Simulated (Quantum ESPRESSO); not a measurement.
```xyz
5
Lattice="3.250 0.000 0.000 -1.625 2.815 0.000 0.000 0.000 4.480" Properties=species:S:1:pos:R:3 pbc="T T T" subject="MnH2O2 (Pyrochroite): energy against a fixed spin moment" method="PBEsol; plane waves with GBRV 1.5 PBEsol potentials, no spin-orbit coupling (and 1 further level or step)" program="Quantum ESPRESSO 7.5" settings_of_one_run="GBRV 1.5 PBEsol, cutoff 544.23 eV, 8×8×8 k-mesh, 25 bands, fermi-dirac occupations, smearing width 0.1 eV, collinear spin, SCF threshold 1.00e-8, starting moments 4.5 0 0 0 0 μB" cost="10 runs, 5.4 min in all on 2 MPI ranks of Arm Neoverse V1, shared host (the runs of this entry)" notes="The run is spin-polarised, with a total moment of 5.00 μB a cell (absolute 5.00). The cell holds one seeded atom, so opposed orders, which may lie lower, cannot form in it. No Hubbard term acts here. In such compounds local and semilocal functionals without one often delocalise the d electrons, and can shrink or lose moments and miss the size, sign and order of the couplings." moment_of_the_free_run="5.00 μB a cell" energy_at_zero_total_moment="1831 meV a cell over the lowest"
Mn    0.000    0.000    0.000
H     0.000    1.876    1.998
H     1.625    0.938    2.482
O     0.000    1.876    1.012
O     1.625    0.938    3.468
```

[Logs and program files are shortened in this print: banners, set-up blocks, solver, clock and traceback lines can be left out without a mark of their own.]

[Logs are printed without paths, hosts, clocks, repeated set-up lines and the standing remarks that a program may print on its own settings, such as how far it seeks lower states.]

[Hosts, paths, dates, database ids (printed as entryN), source tags and the programs' standing remarks are cut or masked in the printed files.]

[Where a cell is said to come from a database of computed structures, the database is the Materials Project.]
